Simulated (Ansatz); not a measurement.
# What CsSnH3 (model cell, started as cubic perovskite with Sn in the octahedra) distorts into

Wanted: the energy along a soft mode of CsSnH3 (model cell, started as cubic perovskite with Sn in the octahedra) and the structure at the end.

Main program and level: Ansatz 0.2.0; DFT PBEsol, scalar-relativistic, plane waves, PAW.

The structure was built from a prototype and need not be the compound's stable phase.

### 1. Starting point

It takes space group Pm-3m (No. 221, cubic). Conventional cell: a = 4.404 Å, b = 4.404 Å, c = 4.404 Å, α = 90.00°, β = 90.00°, γ = 90.00°. Nearest to Cs lie 12 H at 3.11 Å. Nearest to Sn lie 6 H at 2.20 Å. H has 2 Sn at 2.20 Å and 4 Cs at 3.11 Å and 8 H at 3.11 Å nearest. Farther neighbours are not listed.

### 2. Response at finite wavevector

The cell comes from relaxations at this level that are not shown. Stability and thermal properties need the whole zone. Linear response on a 4×4×4 q mesh gives force constants as far as a supercell of that size would.

File input.yaml:

```yaml
crystal:
  lattice:
    - [4.4041233197, 0.0, 0.0]
    - [0.0, 4.4041233197, 0.0]
    - [0.0, 0.0, 4.4041233197]
  atoms:
    - { symbol: Cs, position: [0.0, 0.0, 0.0] }
    - { symbol: Sn, position: [0.5, 0.5, 0.5] }
    - { symbol: H, position: [0.5, 0.5, 0.0] }
    - { symbol: H, position: [0.5, 0.0, 0.5] }
    - { symbol: H, position: [0.0, 0.5, 0.5] }
kpoints:
  mp_grid: { grid: [8, 8, 8] }
hamiltonian:
  xc: pbesol
scf:
  occupations: { method: methfessel_paxton, width: 0.2 }
output:
  eigenvalues: true
phonons:
  method: dfpt
  qmesh: [4, 4, 4]
  temperatures: { t_max: 1000, t_step: 50 }
  qpath:
    path:
      - [[0.0, 0.0, 0.0], [0.0, 0.5, 0.0], [0.5, 0.5, 0.0], [0.0, 0.0, 0.0], [0.5, 0.5, 0.5], [0.0, 0.5, 0.0]]
      - [[0.5, 0.5, 0.5], [0.5, 0.5, 0.0]]
    npoints: 10
```

Run with:

```console
$ ansatz run input.yaml --threads 8 --pin off --max-ram 14336MiB --backend cpu --events-out ev --progress --plain --runs-dir out
```

Numbers of over 12 decimals in the logs are rounded to 6 here.

The log of the run:

```text
Engine: ansatz 0.2.0, aarch64-unknown-linux-gnu
Pseudopotentials: kind: paw
Pseudopotential: Cs, paw, valence charge 9, recommended cutoff 420 eV (normal), Cs.paw.azcp
Pseudopotential: Sn, paw, valence charge 14, recommended cutoff 420 eV (normal), Sn.paw.azcp
Pseudopotential: H, paw, valence charge 1, recommended cutoff 420 eV (normal), H.paw.azcp
Functional definition: PBEsol
  exchange = pbesol_x
  correlation = pbesol_c
Crystal: 5 atoms, lattice volume = 85.424 Å³
Basis set: ecut = 420 eV, 1743 PW (Γ), exchange–correlation on 60×60×60 points (8 copies of the dense FFT grid, shifted against one another)
Bands: 18, of which v1, the nominal top of the filled ones, is band 13 counted from 1 (12 counted from 0)
Symmetry: 48 space group operations
k-points: 35 of 512
Non-local potential: Cs, projectors of the file, l = 0: 3, l = 1: 2, l = 2: 2, l = 3: 2
Non-local potential: Sn, projectors of the file, l = 0: 2, l = 1: 2, l = 2: 2, l = 3: 2
Non-local potential: H, projectors of the file, l = 0: 2, l = 1: 1
PAW form: soft (Blöchl's): semilocal exchange-correlation on the pseudo side does not see the compensation charge
PAW frozen core: Cs, regenerated for the run's functional, and the local potential with it (the file was generated under x = pbe(κ = 0.804, μ = 0.219515), c = pbe(β = 0.066725))
PAW frozen core: Sn, regenerated for the run's functional, and the local potential with it (the file was generated under x = pbe(κ = 0.804, μ = 0.219515), c = pbe(β = 0.066725))
PAW one-centre angular grid: Cs, 194 points (default); XC on 64 Gauss nodes
PAW one-centre angular grid: Sn, 590 points (default); XC on 64 Gauss nodes
PAW one-centre angular grid: H, 110 points (default); XC on 64 Gauss nodes
Initial density: superposition of atomic densities (neutral atoms: chi_scale 0, normalization atom), corrected by the library's trained network
Initial wavefunctions: pseudopotential atomic-orbital guess
Functional: x = pbesol(κ = 0.804, μ = 0.123457), c = pbesol(β = 0.046)
SCF iter   1: F=—  HF=-11582.335047 eV  |F-HF|=—  |Δ(HF+E_count)|=         —  Δρ=7.16e-3  dr2=4.12e-2  ethr=1.77e-3  ⟨swp⟩=6.3  Hψ=3256  notcnv=0
preconditioner: auto → Kerker (q_TF=auto, 2.238 Å⁻¹)  [metal: Δε(μ)=0.058 eV  Ē_g=9.847 eV  σ=0.200 eV  W_gap=0.24  n_scr=18 (ndim 8)  ℏωp=15.0 eV  f_vac=0.000  D(μ)=1.26/eV (n_scr^D=6)]
SCF iter   2: F=—  HF=-11582.324229 eV  |F-HF|=—  |Δ(HF+E_count)|=   1.08e-2  S|Δr|=    0.00e0  Δρ=3.43e-3  dr2=1.08e-2  ethr=1.58e-4  ⟨swp⟩=1.0  Hψ=910  notcnv=0
SCF iter   3: F=—  HF=-11582.320624 eV  |F-HF|=—  |Δ(HF+E_count)|=   3.60e-3  S|Δr|=    0.00e0  Δρ=5.13e-4  dr2=5.82e-4  ethr=4.14e-5  ⟨swp⟩=2.0  Hψ=730  notcnv=0
SCF iter   4: F=—  HF=-11582.320473 eV  |F-HF|=—  |Δ(HF+E_count)|=   1.51e-4  S|Δr|=    0.00e0  Δρ=2.22e-4  dr2=7.96e-5  ethr=2.24e-6  ⟨swp⟩=2.1  Hψ=1053  notcnv=0
SCF iter   5: F=—  HF=-11582.320430 eV  |F-HF|=—  |Δ(HF+E_count)|=   4.32e-5  S|Δr|=    0.00e0  Δρ=8.65e-5  dr2=9.08e-6  ethr=3.06e-7  ⟨swp⟩=2.2  Hψ=1034  notcnv=0
SCF iter   6: F=—  HF=-11582.320429 eV  |F-HF|=—  |Δ(HF+E_count)|=   1.24e-6  S|Δr|=    0.00e0  Δρ=2.58e-5  dr2=4.98e-7  ethr=3.49e-8  ⟨swp⟩=2.2  Hψ=1004  notcnv=0
SCF iter   7: F=—  HF=-11582.320430 eV  |F-HF|=—  |Δ(HF+E_count)|=   1.34e-6  S|Δr|=    0.00e0  Δρ=4.25e-6  dr2=1.88e-8  ethr=1.92e-9  ⟨swp⟩=2.1  Hψ=885  notcnv=0
SCF iter   8: F=—  HF=-11582.320430 eV  |F-HF|=—  |Δ(HF+E_count)|=   7.00e-9  S|Δr|=    0.00e0  Δρ=1.05e-6  dr2=1.45e-9  ethr=7.22e-11  ⟨swp⟩=2.5  Hψ=1016  notcnv=0
SCF iter   9: F=—  HF=-11582.320430 eV  |F-HF|=—  |Δ(HF+E_count)|=   1.11e-9  S|Δr|=    0.00e0  Δρ=3.03e-7  dr2=1.32e-10  ethr=5.59e-12  ⟨swp⟩=2.0  Hψ=912  notcnv=0
SCF iter  10: F=-11582.320430 eV  HF=-11582.320430 eV  |F-HF|=1.82e-12  |Δ(HF+E_count)|=  5.82e-11  S|Δr|=    0.00e0  Δρ=4.18e-8  dr2=1.50e-12  ethr=1.00e-12  ⟨swp⟩=7.6  Hψ=3855  notcnv=0
SCF 1 converged in 10 iterations: F = -11582.320430 eV  dr2 = 1.50e-12
  greatest PAW one-centre occupation: 0.992 electrons in one spin orbital (limit 2), on the Sn atom at site 1 (counted from 0), in its partial waves of l = 2
Initial density: read from a saved state, or passed on in memory by an earlier SCF of this step, an earlier step, the calling program or the single point that the run made first
iter 1 solved again at ethr=7.23e-7 eV; its pass at ethr=3.10e-3 eV (dr2=1.88e-4 eV) is discarded
SCF iter   1: F=—  HF=-11582.320432 eV  |F-HF|=—  |Δ(HF+E_count)|=         —  Δρ=2.80e-6  dr2=3.60e-9  ethr=7.23e-7  ⟨swp⟩=3.3  Hψ=5058  notcnv=0
eigensolver tolerance schedule: the retry pair's looser diagonalisation over-reported the residual by 52159.12 of it (diagonalisation noise at an unbounded share of the residual, at the tolerance the schedule requests for it); recorded, not acted on — ethr = c·dr2/N_el stays at c = 1.0e-1
preconditioner: auto → Kerker (q_TF=auto, 2.238 Å⁻¹)  [metal: Δε(μ)=0.061 eV  Ē_g=9.865 eV  σ=0.200 eV  W_gap=0.25  n_scr=18 (ndim 8)  ℏωp=15.0 eV  f_vac=0.000  D(μ)=1.09/eV (n_scr^D=6)]
SCF iter   2: F=—  HF=-11582.320430 eV  |F-HF|=—  |Δ(HF+E_count)|=   1.57e-6  S|Δr|=    0.00e0  Δρ=1.78e-6  dr2=1.39e-9  ethr=1.39e-11  ⟨swp⟩=3.5  Hψ=1624  notcnv=0
SCF iter   3: F=—  HF=-11582.320430 eV  |F-HF|=—  |Δ(HF+E_count)|=  7.99e-10  S|Δr|=    0.00e0  Δρ=1.05e-6  dr2=4.76e-10  ethr=5.34e-12  ⟨swp⟩=2.0  Hψ=805  notcnv=0
SCF iter   4: F=—  HF=-11582.320430 eV  |F-HF|=—  |Δ(HF+E_count)|=  3.35e-10  S|Δr|=    0.00e0  Δρ=4.14e-7  dr2=7.53e-11  ethr=1.83e-12  ⟨swp⟩=2.0  Hψ=837  notcnv=0
SCF iter   5: F=—  HF=-11582.320430 eV  |F-HF|=—  |Δ(HF+E_count)|=  2.55e-11  S|Δr|=    0.00e0  Δρ=2.99e-7  dr2=4.03e-11  ethr=1.00e-12  ⟨swp⟩=1.0  Hψ=630  notcnv=0
SCF iter   6: F=—  HF=-11582.320430 eV  |F-HF|=—  |Δ(HF+E_count)|=  9.09e-12  S|Δr|=    0.00e0  Δρ=2.28e-7  dr2=2.38e-11  ethr=1.00e-12  ⟨swp⟩=1.0  Hψ=630  notcnv=0
SCF iter   7: F=—  HF=-11582.320430 eV  |F-HF|=—  |Δ(HF+E_count)|=  3.64e-12  S|Δr|=    0.00e0  Δρ=1.85e-7  dr2=1.57e-11  ethr=1.00e-12  ⟨swp⟩=1.0  Hψ=630  notcnv=0
SCF iter   8: F=-11582.320430 eV  HF=-11582.320430 eV  |F-HF|=5.46e-12  |Δ(HF+E_count)|=  1.09e-11  S|Δr|=    0.00e0  Δρ=1.36e-7  dr2=8.52e-12  ethr=1.00e-12  ⟨swp⟩=1.0  Hψ=1400  notcnv=0
SCF 2 converged in 8 iterations: F = -11582.320430 eV  dr2 = 8.52e-12
phonons: the bands overlap, so this run is a metal and interpolates without the dipole-dipole term. If the crystal is really an insulator or semiconductor, its LO-TO splitting is missing
NSCF: frozen V_eff on 35 k-points
NSCF: frozen V_eff on 125 k-points
DFPT response loops at q = (0, 0, 0) (fractional): preconditioner auto → Kerker (q_TF=auto, 2.238 Å⁻¹) (partly filled bands, converged f_vac=0.000); β = 1.00, the filter's whole step (`scf.mixing.beta` (0.50) is not read by the response loops under this deck's `scf.mixing.preconditioner`; to damp them name `kerker` or `kerker_dos`, under which they read `scf.mixing.beta`, and type it under 1.00, their step now; both keys bind the ground state too); Broyden in place of MSR1
NSCF: frozen V_eff on 400 k-points
DFPT response loops at q = (0, 0, 0.25) (fractional): mixed as the last ones told, above
NSCF: frozen V_eff on 250 k-points
DFPT response loops at q = (0, 0, -0.5) (fractional): mixed as the last ones told, above
NSCF: frozen V_eff on 640 k-points
DFPT response loops at q = (0, 0.25, 0.25) (fractional): mixed as the last ones told, above
NSCF: frozen V_eff on 400 k-points
DFPT response loops at q = (0, 0.25, -0.5) (fractional): mixed as the last ones told, above
NSCF: frozen V_eff on 250 k-points
DFPT response loops at q = (0, -0.5, -0.5) (fractional): mixed as the last ones told, above
NSCF: frozen V_eff on 1024 k-points
DFPT response loops at q = (0.25, 0.25, 0.25) (fractional): mixed as the last ones told, above
NSCF: frozen V_eff on 640 k-points
DFPT response loops at q = (0.25, 0.25, -0.5) (fractional): mixed as the last ones told, above
NSCF: frozen V_eff on 400 k-points
DFPT response loops at q = (0.25, -0.5, -0.5) (fractional): mixed as the last ones told, above
NSCF: frozen V_eff on 250 k-points
DFPT response loops at q = (-0.5, -0.5, -0.5) (fractional): mixed as the last ones told, above
SCF converged after 10 iterations
Stability not checked: this state was not tested for a lower state beside it, because cold or Methfessel-Paxton smearing, or corrected tetrahedra, fill the levels in a way that the test cannot read (fill_not_monotonic; see scf.lower_state_search)
Free energy (F): -11582.320430 eV
Harris-Foulkes:  -11582.320430 eV  (|F-HF|=1.82e-12)
Internal energy: -11582.321466 eV  (E = F + TS)
E sigma→0 (E₀):  -11582.320689 eV
Entropy (-TS):   0.001036 eV (0.207 meV/atom)
Fermi energy:    7.490786 eV
--- Per-component energies (eV) ---
  E_band       = -159.421663
  E_kinetic    = 368.256990
  E_local      = -1358.854795  (includes V_loc(G=0)·N_el)
  E_nonlocal   = 4.349716
  E_hartree    = 730.646645
  E_xc         = -578.860546
  E_vxc        = -258.113438  (∫ρ·V_xc dr)
  E_paw        = -9048.853207  (= ΣΔE_a)
  E_vpaw       = -376.350398  (= ΣTr[D̂ρ^β])
  E_aug_tail   = -0.003013  (compensation charges beyond the density's cutoff)
  E_ewald      = -1699.432257
  E_core_change = 0.429000  (= ΣΔE_core)
  E_smearing   = 0.001036  (= −TS)
  E_closure    = 0.000000  (closes the sum)
  Σ components = -11582.320430   (vs F -11582.320430, Δ=0.00e0)
--- Band table (eV; the first three rows and the last of 35) ---
  k-point 0: bands = [... 9 lower, -1.7303, 4.5845, 4.5845, 7.9280, 7.9280, 7.9280, 9.7601, 11.8409, ... 1 higher]
  k-point 1: bands = [... 9 lower, -1.3395, 4.2327, 4.6351, 7.7777, 7.8493, 7.8493, 10.5680, 11.3717, ... 1 higher]
  k-point 2: bands = [... 9 lower, -0.7974, 3.3495, 4.7657, 7.6555, 7.6555, 8.0138, 10.5425, 11.8347, ... 1 higher]
  k-point 34: bands = [... 9 lower, 0.7723, 2.0794, 2.0794, 2.0794, 12.0839, 12.0839, 12.0839, 13.9266, ... 1 higher]
--- Phonons (Γ-DFPT): 4 representative perturbations + reference (Σ response iterations 13) ---
  ASR residual: 5.207e-5 → 0.000e0 eV/Å²; symmetrization residual: 8.491e-7 eV/Å²
  ASR residual per site (eV/Å²): 7.04e-6 5.21e-5 5.28e-6 5.28e-6 5.28e-6
  Γ frequencies (cm⁻¹): -1375.13 -1375.13 -1375.13 0.00 0.00 0.00 85.91 85.91 85.91 615.10 615.10 615.10 626.17 626.17 626.17
--- Phonons (arbitrary-q DFPT): 10 irreducible q on the 4×4×4 mesh ---
  q = [0.0000, 0.0000, 0.0000] (star 1, of the zone-centre solve; hermiticity 2.44e-7, symmetrization 7.22e-12): -1375.13 -1375.13 -1375.13 -0.00 0.00 0.00 85.91 85.91 85.91 615.10 615.10 615.10 626.17 626.17 626.17
  q = [0.0000, 0.0000, 0.2500] (star 6, 9 solved perturbations in 1560 linear systems a pass and spin channel, the states on 200 of 512 k-point pairs; hermiticity 1.90e-7, symmetrization 9.63e-12): -1286.27 -1286.27 32.17 32.17 43.32 81.37 81.37 95.26 517.82 576.34 615.08 615.08 623.89 623.89 662.87
  q = [0.0000, 0.0000, -0.5000] (star 3, 9 solved perturbations in 975 linear systems a pass and spin channel, the states on 125 of 512 k-point pairs; hermiticity 4.86e-8, symmetrization 1.18e-13): -1263.40 -1263.40 56.59 56.59 68.90 71.43 71.43 107.13 605.36 605.36 613.42 625.32 625.32 641.39 818.56
  q = [0.0000, 0.2500, 0.2500] (star 12, 9 solved perturbations in 2460 linear systems a pass and spin channel, the states on 320 of 512 k-point pairs; hermiticity 1.93e-7, symmetrization 9.96e-13): -1262.72 27.91 45.06 61.93 80.07 90.56 104.51 470.23 519.41 551.37 607.39 617.69 619.90 673.13 685.51
  q = [0.0000, 0.2500, -0.5000] (star 12, 15 solved perturbations on 200 of 512 k-point pairs; hermiticity 7.87e-8, symmetrization 3.67e-14): -1290.10 51.49 51.78 56.18 78.85 103.47 116.59 515.57 515.73 573.11 593.13 606.23 618.59 697.78 832.50
  q = [0.0000, -0.5000, -0.5000] (star 3, 9 solved perturbations in 975 linear systems a pass and spin channel, the states on 125 of 512 k-point pairs; hermiticity 5.75e-8, symmetrization 3.35e-13): -1390.72 49.00 49.00 56.20 85.98 123.70 123.70 500.15 524.68 524.68 587.00 587.00 687.38 744.02 877.87
  q = [0.2500, 0.2500, 0.2500] (star 8, 4 solved perturbations in 1376 linear systems a pass and spin channel, the states on 512 of 512 k-point pairs; hermiticity 1.09e-7, symmetrization 1.48e-11): 47.27 47.27 54.75 97.59 101.29 101.29 317.42 531.13 531.13 539.48 630.05 630.05 684.01 685.78 685.78
  q = [0.2500, 0.2500, -0.5000] (star 12, 9 solved perturbations in 2460 linear systems a pass and spin channel, the states on 320 of 512 k-point pairs; hermiticity 1.53e-7, symmetrization 1.04e-12): 47.15 52.20 60.81 97.77 103.85 118.74 298.01 513.04 513.59 540.94 647.97 674.12 675.51 685.02 852.24
  q = [0.2500, -0.5000, -0.5000] (star 6, 9 solved perturbations in 1560 linear systems a pass and spin channel, the states on 200 of 512 k-point pairs; hermiticity 8.77e-8, symmetrization 2.01e-13): 56.28 56.28 60.20 100.84 121.83 121.83 387.20 498.04 512.56 512.56 660.84 660.84 729.12 787.29 892.45
  q = [-0.5000, -0.5000, -0.5000] (star 1, 4 solved perturbations in 350 linear systems a pass and spin channel, the states on 125 of 512 k-point pairs; hermiticity 2.49e-8, symmetrization 6.07e-12): 63.03 63.03 63.03 119.42 119.42 119.42 495.75 495.75 495.75 525.00 715.03 715.03 715.03 901.09 901.09
  sum rule: each row above includes the acoustic sum rule's correction from the zone centre's row sums; it moved no ω² by more than (1.19 cm⁻¹)²
  mesh force constants: q→R imaginary residual 1.61e-18; ASR residual 5.207e-5 → 0.000e0 eV/Å²; symmetrization residual 4.441e-15 eV/Å²
  interpolated dispersion: 62 rows × 15 modes
  density of states and harmonic sums: on the 16×16×16 q-mesh, interpolated from the force constants of a 4×4×4 supercell (no non-analytic term)
  largest difference from the sums on the solved wave vectors: F 3.65e-2 eV, S 8.04e-5 and C_V 4.51e-5 eV/K
  zero-point energy: 0.330488 eV/cell   skipped modes (ω ≤ 0): 223, of them read as no rigid motion or as one in doubt: 220 (1.312e0 modes/cell left out, lowest -1390.72 cm⁻¹)   left out of the sums: 8.75e-2 of the cell's modes: C_V's classical limit lies that fraction below 3 k_B per atom; for a crystal, a wire or a layer, F and S can be off by more, and a phonons.interpolated_qmesh denser along its periods is the remedy for the sampling
```

It took 3.5 min on 8 threads of Arm Neoverse V2, shared host; peak memory 2.1 GiB; 27 min of CPU time.

In the SCF lines HF is the Harris–Foulkes energy and dr2 the Hartree energy of the density residual, in eV; the loop may stop once dr2 is under the threshold and the program's other checks hold. Hψ counts applications of the Hamiltonian.

This step gave:

* volume per atom: 17.08 Å³
* gap on the k-mesh: 0 eV
* sum-rule residual before enforcement: 5.21e-5 eV/Å²
* lowest frequency on the path: -1391 cm⁻¹
* point group: m-3m
* highest frequency on the path or at a solved wavevector: 945.8 cm⁻¹
* highest optical mode at the zone centre (no LO-TO term): 626.2 cm⁻¹
* lowest optical zone-centre mode: -1375 cm⁻¹
* lowest mode on the q mesh (acoustic modes at Γ apart): -1391 cm⁻¹

Frequencies (cm⁻¹) solved at each irreducible wavevector; negative means imaginary. Frequencies by wavevector, by row:

```csv
q in reciprocal lattice units,star,mode 1,mode 2,mode 3,mode 4,mode 13,mode 14,mode 15
0 0 0,1,-1375,-1375,-1375,0,626.2,626.2,626.2
0 0 0.25,6,-1286,-1286,32.2,32.2,623.9,623.9,662.9
0 0 -0.5,3,-1263,-1263,56.6,56.6,625.3,641.4,818.6
0 0.25 0.25,12,-1263,27.9,45.1,61.9,619.9,673.1,685.5
0 0.25 -0.5,12,-1290,51.5,51.8,56.2,618.6,697.8,832.5
0 -0.5 -0.5,3,-1391,49,49,56.2,687.4,744,877.9
0.25 0.25 0.25,8,47.3,47.3,54.8,97.6,684,685.8,685.8
0.25 0.25 -0.5,12,47.1,52.2,60.8,97.8,675.5,685,852.2
0.25 -0.5 -0.5,6,56.3,56.3,60.2,100.8,729.1,787.3,892.5
-0.5 -0.5 -0.5,1,63,63,63,119.4,715,901.1,901.1
```

Interpolated from a 4×4×4 q mesh. The phonon branches at the labelled points (cm⁻¹):

```csv
point,branch 1,branch 2,branch 3,branch 4,branch 12,branch 13,branch 14,branch 15
Γ,-1375,-1375,-1375,0,615,626,626,626
halfway,-1286,-1286,32,32,615,624,624,663
X,-1263,-1263,57,57,625,625,641,819
halfway,-1290,52,52,56,606,619,698,832
M,-1391,49,49,56,587,687,744,878
halfway,-1263,28,45,62,618,620,673,686
Γ,-1375,-1375,-1375,0,615,626,626,626
halfway,47,47,55,98,630,684,686,686
R,63,63,63,119,715,715,901,901
halfway,47,52,61,98,674,676,685,852
X,-1263,-1263,57,57,625,625,641,819
jump to R,63,63,63,119,715,715,901,901
halfway,56,56,60,101,661,729,787,892
M,-1391,49,49,56,587,687,744,878
```

Symmetry leaves 10 wavevectors to solve. The lowest mode among them, the acoustic zeros apart, lies at q = (0, -0.5, -0.5) and is imaginary, 1390.7i cm⁻¹, so the energy falls along it.

### 3. The mode frozen in, largest atomic shift 0 Å

The mode followed lies at Γ with frequency 1375.1i cm⁻¹ and is 3-fold degenerate, one of the unstable modes though not the softest. At small amplitude the distorted cell has space group no. 38 by a symmetry search on the positions. The undistorted cell that holds it gives the zero of energy on the same k mesh.

input.yaml, the sections that differ from step 2:

```yaml
output:
  forces: true
  stress: true
  eigenvalues: true
# crystal, kpoints, hamiltonian, scf: as in step 2
# phonons: removed
```

The log of the run:

```text
[...]
Crystal: 5 atoms, lattice volume = 85.424 Å³
Basis set: ecut = 420 eV, 1743 PW (Γ), exchange–correlation on 60×60×60 points (8 copies of the dense FFT grid, shifted against one another)
Bands: 18, of which v1, the nominal top of the filled ones, is band 13 counted from 1 (12 counted from 0)
Symmetry: 48 space group operations
[...]
k-points: 35 of 512
[...]
k-point 0: bands = [... 9 lower, -1.7302, 4.5845, 4.5845, 7.9280, 7.9280, 7.9280, 9.7600, 11.8408, ... 1 higher]
  k-point 1: bands = [... 9 lower, -1.3395, 4.2327, 4.6351, 7.7776, 7.8492, 7.8492, 10.5680, 11.3717, ... 1 higher]
  k-point 2: bands = [... 9 lower, -0.7974, 3.3494, 4.7657, 7.6555, 7.6555, 8.0137, 10.5425, 11.8346, ... 1 higher]
  k-point 34: bands = [... 9 lower, 0.7721, 2.0794, 2.0794, 2.0794, 12.0839, 12.0839, 12.0839, 13.9266, ... 1 higher]
[key lines of the parts left out:]
SCF converged after 7 iterations
Free energy (F): -11582.320430 eV
Fermi energy:    7.490720 eV
P = ⅓ Tr σ = 0.0051 GPa (0.051 kbar)
```

Wall time 0.58 s (8 threads); peak memory 0.47 GiB; 3.1 s of CPU time.

This step gave:

* pressure: 0.005062 GPa
* energy from the undistorted cell: 0 meV/atom

The run ends at a pressure of 0.01 GPa.

(Part 1 of 3 ends here.)

[Logs are printed without paths, hosts, clocks, repeated set-up lines and the standing remarks that a program may print on its own settings, such as how far it seeks lower states.]

[Hosts, paths, dates, database ids (printed as entryN), source tags and the programs' standing remarks are cut or masked in the printed files.]
